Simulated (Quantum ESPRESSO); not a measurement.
## Collinear magnetic orders of CoO with Quantum ESPRESSO

A self-consistent run ends on one state, which hangs on the start. Several orders of CoO are started in Quantum ESPRESSO and their energies compared.

Main program and level: Quantum ESPRESSO 7.5; PBE with U = 4.38 eV on Co d (ortho-atomic projectors); plane waves with GBRV 1.5 PBE potentials, no spin-orbit coupling.

## (1) Starting point

Symmetry: Fm-3m, No. 225, cubic system. The conventional cell has a = 4.263 Å, b = 4.263 Å, c = 4.263 Å, α = 90.00°, β = 90.00°, γ = 90.00°. Nearest to Co lie 6 O at 2.13 Å. Nearest to O lie 6 Co at 2.13 Å. Farther neighbours and most contacts between anions are not listed.

The cell comes from the Crystallography Open Database.

## (2) Run 1, typed as ferro +

The signs are those of the starting moments on the seeded atoms, the atoms that are given a moment.

pw.in

```
&CONTROL
  calculation = 'scf'
  prefix = 'pwscf'
  outdir = './tmp'
  pseudo_dir = './pseudo'
  disk_io = 'nowf'
  tprnfor = .true.
  tstress = .true.
/
&SYSTEM
  ibrav = 0
  nat = 2
  ntyp = 2
  ecutwfc = 40
  ecutrho = 280
  nbnd = 20
  occupations = 'smearing'
  smearing = 'fd'
  degauss = 0.00734986
  nspin = 2
  starting_magnetization(1) = 0.1765
  starting_magnetization(2) = 0
/
&ELECTRONS
  conv_thr = 4d-09
  electron_maxstep = 150
  mixing_beta = 0.3
/
ATOMIC_SPECIES
Co     58.9332 co_pbe_v1.2.uspp.F.UPF
O      15.9990 o_pbe_v1.2.uspp.F.UPF
CELL_PARAMETERS bohr
   0.0000000000    4.0279512346    4.0279512346
   4.0279512346    0.0000000000    4.0279512346
   4.0279512346    4.0279512346    0.0000000000
ATOMIC_POSITIONS crystal
Co      0.0000000000    0.0000000000    0.0000000000
O       0.5000000000    0.5000000000    0.5000000000
K_POINTS automatic
8 8 8 0 0 0
HUBBARD {ortho-atomic}
U Co-3d 4.3800
```

On the command line:

```sh
OMP_NUM_THREADS=1 mpirun -n 2 pw.x -nk 2 -in pw.in > pw.out
```

Output:

```text
Program PWSCF v.7.5 starts

     Message from routine setup:
     using ibrav=0 with symmetry is DISCOURAGED, use correct ibrav instead

     K-points division:     npool     =       2
     Subspace diagonalization in iterative solution of the eigenvalue problem:

     G-vector sticks info
     --------------------
     sticks:   dense  smooth     PW     G-vecs:    dense   smooth      PW
     Sum         637     361    121                10417     4477     893

     Using Slab Decomposition

     bravais-lattice index     =            0
     lattice parameter (alat)  =       5.6964  a.u.
     unit-cell volume          =     130.7021 (a.u.)^3
     number of atoms/cell      =            2
     number of atomic types    =            2
     number of electrons       =        23.00
     number of Kohn-Sham states=           20
     kinetic-energy cutoff     =      40.0000  Ry
     charge density cutoff     =     280.0000  Ry
     scf convergence threshold =      4.0E-09
     mixing beta               =       0.3000
     number of iterations used =            8  plain     mixing
     Exchange-correlation= SLA  PW   PBE  PBE
                           (   1   4   3   4   0   0   0)
     Hubbard projectors: ortho-atomic
     Hubbard parameters of DFT+U (Dudarev formulation) in eV:
     U(Co-3d) =  4.3800

     Internal variables: lda_plus_u =T, lda_plus_u_kind = 0

     Internal variables: orbital_resolved =F, hub_pot_fix =F, apply_U = F

     celldm(1)=   5.696383  celldm(2)=   0.000000  celldm(3)=   0.000000
     celldm(4)=   0.000000  celldm(5)=   0.000000  celldm(6)=   0.000000

     crystal axes: (cart. coord. in units of alat)
               a(1) = (   0.000000   0.707107   0.707107 )
               a(2) = (   0.707107   0.000000   0.707107 )
               a(3) = (   0.707107   0.707107   0.000000 )

     reciprocal axes: (cart. coord. in units 2 pi/alat)
               b(1) = ( -0.707107  0.707107  0.707107 )
               b(2) = (  0.707107 -0.707107  0.707107 )
               b(3) = (  0.707107  0.707107 -0.707107 )

     PseudoPot. # 1 for Co read from file:
     co_pbe_v1.2.uspp.F.UPF
     Pseudo is Ultrasoft + core correction, Zval = 17.0
     Generated by new atomic code, or converted to UPF format
     Using radial grid of  863 points,  6 beta functions with:
                l(1) =   0
                l(2) =   0
                l(3) =   1
                l(4) =   1
                l(5) =   2
                l(6) =   2
     Q(r) pseudized with  8 coefficients,  rinner =    1.200   1.200   1.200
                                                       1.200   1.200

     PseudoPot. # 2 for O  read from file:
     o_pbe_v1.2.uspp.F.UPF
     Pseudo is Ultrasoft + core correction, Zval =  6.0
     Generated by new atomic code, or converted to UPF format
     Using radial grid of  737 points,  5 beta functions with:
                l(1) =   0
                l(2) =   0
                l(3) =   1
                l(4) =   1
                l(5) =   2
     Q(r) pseudized with  8 coefficients,  rinner =    0.900   0.900   0.900
                                                       0.900   0.900

     atomic species   valence    mass     pseudopotential
     Co               17.00    58.93320     Co( 1.00)
     O                 6.00    15.99900     O ( 1.00)

     Starting magnetic structure
     atomic species   magnetization
     Co              0.176
     O               0.000

     48 Sym. Ops., with inversion, found

   Cartesian axes

     site n.     atom                  positions (alat units)
         1        Co     tau(   1) = (   0.0000000   0.0000000   0.0000000  )
         2        O      tau(   2) = (   0.7071068   0.7071068   0.7071068  )

     number of k points=    29  Fermi-Dirac smearing, width (Ry)=  0.0073
                       cart. coord. in units 2pi/alat
        k(    1) = (   0.0000000   0.0000000   0.0000000), wk =   0.0019531
        k(    2) = (   0.0883883   0.0883883  -0.0883883), wk =   0.0156250
        k(    3) = (   0.1767767   0.1767767  -0.1767767), wk =   0.0156250
        k(    4) = (   0.2651650   0.2651650  -0.2651650), wk =   0.0156250
        k(    5) = (  -0.3535534  -0.3535534   0.3535534), wk =   0.0078125
        [... 24 further k-points ...]

     Dense  grid:    10417 G-vectors     FFT dimensions: (  32,  32,  32)

     Smooth grid:     4477 G-vectors     FFT dimensions: (  24,  24,  24)

     Check: negative core charge=   -0.000039
     Generating pointlists ...
     new r_m :   0.2917 (alat units)  1.6615 (a.u.) for type    1
     new r_m :   0.2917 (alat units)  1.6615 (a.u.) for type    2

     Initial potential from superposition of free atoms

     starting charge      22.0000, renormalised to      23.0000

     STARTING HUBBARD OCCUPATIONS:

     =================== HUBBARD OCCUPATIONS ===================
     ------------------------ ATOM    1 ------------------------
     Tr[ns(  1)] (up, down, total) =   5.00000  2.00000  7.00000
     Atomic magnetic moment for atom   1 =   3.00000
     [... lines left out ...]
     Number of occupied Hubbard levels =    7.0000

     Atomic wfc used for Hubbard projectors are orthogonalized

     Starting wfcs are   17 randomized atomic wfcs +    3 random wfcs

     Self-consistent Calculation

     iteration #  1     ecut=    40.00 Ry     beta= 0.30
     Davidson diagonalization with overlap
     ethr =  1.00E-02,  avg # of iterations =  4.9

     =================== HUBBARD OCCUPATIONS ===================
     ------------------------ ATOM    1 ------------------------
     Tr[ns(  1)] (up, down, total) =   4.68567  0.89771  5.58338
     Atomic magnetic moment for atom   1 =   3.78796
     [... lines left out ...]
     Number of occupied Hubbard levels =    5.5834

     total energy              =    -328.81980713 Ry
     estimated scf accuracy    <       5.95161213 Ry

     total magnetization       =     3.72 Bohr mag/cell
     absolute magnetization    =     3.81 Bohr mag/cell

     iteration #  2     ecut=    40.00 Ry     beta= 0.30
     Davidson diagonalization with overlap
     ethr =  1.00E-02,  avg # of iterations =  2.1

     total energy              =    -329.82339422 Ry
     estimated scf accuracy    <       4.37754668 Ry

     total magnetization       =     1.21 Bohr mag/cell
     absolute magnetization    =     1.26 Bohr mag/cell

     iteration #  3     ecut=    40.00 Ry     beta= 0.30
     Davidson diagonalization with overlap
     ethr =  1.00E-02,  avg # of iterations =  1.1

     total energy              =    -330.53120566 Ry
     estimated scf accuracy    <       0.18551816 Ry

     total magnetization       =     3.01 Bohr mag/cell
     absolute magnetization    =     3.04 Bohr mag/cell

     [... further iterations left out ...]

     iteration # 11     ecut=    40.00 Ry     beta= 0.30
     Davidson diagonalization with overlap
     ethr =  1.78E-07,  avg # of iterations =  1.0

     total energy              =    -330.56995861 Ry
     estimated scf accuracy    <       0.00000814 Ry

     total magnetization       =     2.92 Bohr mag/cell
     absolute magnetization    =     2.94 Bohr mag/cell

     iteration # 12     ecut=    40.00 Ry     beta= 0.30
     Davidson diagonalization with overlap
     ethr =  3.54E-08,  avg # of iterations =  1.0

     total energy              =    -330.56995907 Ry
     estimated scf accuracy    <       0.00000136 Ry

     total magnetization       =     2.92 Bohr mag/cell
     absolute magnetization    =     2.94 Bohr mag/cell

     iteration # 13     ecut=    40.00 Ry     beta= 0.30
     Davidson diagonalization with overlap
     ethr =  5.93E-09,  avg # of iterations =  2.0

     total energy              =    -330.56995959 Ry
     estimated scf accuracy    <       0.00000011 Ry

     total magnetization       =     2.92 Bohr mag/cell
     absolute magnetization    =     2.94 Bohr mag/cell

     iteration # 14     ecut=    40.00 Ry     beta= 0.30
     Davidson diagonalization with overlap
     ethr =  4.95E-10,  avg # of iterations =  1.5

     Magnetic moment per site  (integrated on atomic sphere of radius R)
     atom   1 (R=0.292)  charge= 14.6014  magn=  2.5798
     atom   2 (R=0.292)  charge=  5.7881  magn=  0.2336

     End of self-consistent calculation

     =================== HUBBARD OCCUPATIONS ===================
     ------------------------ ATOM    1 ------------------------
     Tr[ns(  1)] (up, down, total) =   4.96563  2.32322  7.28885
     Atomic magnetic moment for atom   1 =   2.64242
     [... lines left out ...]
     Number of occupied Hubbard levels =    7.2888

     [... lines left out ...]
     the Fermi energy is    13.0121 ev

!    total energy              =    -330.56995966 Ry
     estimated scf accuracy    <          7.9E-10 Ry
     smearing contrib. (-TS)   =      -0.00865786 Ry
     internal energy E=F+TS    =    -330.56130180 Ry

     The total energy is F=E-TS. E is the sum of the following terms:
     one-electron contribution =    -182.96198563 Ry
     hartree contribution      =     104.86615396 Ry
     xc contribution           =     -40.04191416 Ry
     ewald contribution        =    -212.56286172 Ry
     Hubbard energy            =       0.13930576 Ry

     total magnetization       =     2.92 Bohr mag/cell
     absolute magnetization    =     2.95 Bohr mag/cell

     convergence has been achieved in  14 iterations

     Forces acting on atoms (cartesian axes, Ry/au):

     atom    1 type  1   force =     0.00000000    0.00000000    0.00000000
     atom    2 type  2   force =     0.00000000   -0.00000000    0.00000000

     Total force =     0.000000     Total SCF correction =     0.000000

     Computing stress (Cartesian axis) and pressure

          total   stress  (Ry/bohr**3)                   (kbar)     P=       31.13
   0.00021164  -0.00000000   0.00000000           31.13       -0.00        0.00
  -0.00000000   0.00021164   0.00000000           -0.00       31.13        0.00
   0.00000000   0.00000000   0.00021164            0.00        0.00       31.13

=------------------------------------------------------------------------------=
   JOB DONE.
=------------------------------------------------------------------------------=
```

It took 16 s on 2 MPI ranks of Arm Neoverse N1, shared host; peak memory 0.15 GiB.

Spin moment in the atom's sphere by atom:

```csv
atom,spin moment in the atom's sphere (μB)
Co1,2.58
O2,0.23
```

This step gave:

```
smearing term TS       : 0.1178 eV
pressure               : 3.113 GPa
magnetization          : 2.919 μB
absolute magnetization : 2.946 μB
final state            : ferromagnetic
```

Spin density in the ac plane of the conventional cell at fractional y = 0.000, with atoms of Co and O within 0.2 Å of it.

Ten even steps from '0' (0.00 × 1e0 e/Å³) to '9' (8.07 × 1e0 e/Å³), each cell a mean:
```
62000000000014
20000000000001
00000000000000
00000000000000
00000000000000
00000024100000
00000269400000
00000146200000
00000012000000
00000000000000
00000000000000
00000000000000
41000000000002
94000000000026
```
Columns run along a (4.3 Å), rows up along c (4.3 Å), edges of the conventional cell, whose origin can differ from the input's. Atoms in or near the plane, at fractional coordinates: Co at (0.00, 0.00), Co at (0.50, 0.50), O at (0.50, 0.00), O at (0.00, 0.50).

Valence density in the ac plane of the conventional cell at fractional y = 0.000, with atoms of Co and O within 0.2 Å of it. It is the smooth field of the valence electrons, not physical close to the nuclei.

Ten steps, logarithmic in the rise over the least value, from '_' (0 e/Å³) to '@' (42 e/Å³), each cell a mean:
```
@@##--....--++++==::....++%%
++==..____::--==--..____::++
....________......________..
..__________....__________..
--::..____..----::..____..::
++==::__..==####**::__..--==
**++--....++@@@@##--....==++
++==::....++%%@@##--....--++
==--..____::++++==..____::--
....________......________..
..__________....__________..
--::..____..::--::..____..--
##**::__..--==++==::__..==##
@@##--....==++**++--....++@@
```
Columns run along a (4.3 Å), rows up along c (4.3 Å), edges of the conventional cell, whose origin can differ from the input's. Atoms in or near the plane, at fractional coordinates: Co at (0.00, 0.00), Co at (0.50, 0.50), O at (0.50, 0.00), O at (0.00, 0.50).

(Continued in part 2 of 2.)

[Logs and program files are shortened in this print: banners, set-up blocks, solver, clock and traceback lines can be left out without a mark of their own.]

[Logs are printed without paths, hosts, clocks, repeated set-up lines and the standing remarks that a program may print on its own settings, such as how far it seeks lower states.]

[Hosts, paths, dates, database ids (printed as entryN), source tags and the programs' standing remarks are cut or masked in the printed files.]

[Where a cell is said to come from a database of computed structures, the database is the Materials Project.]
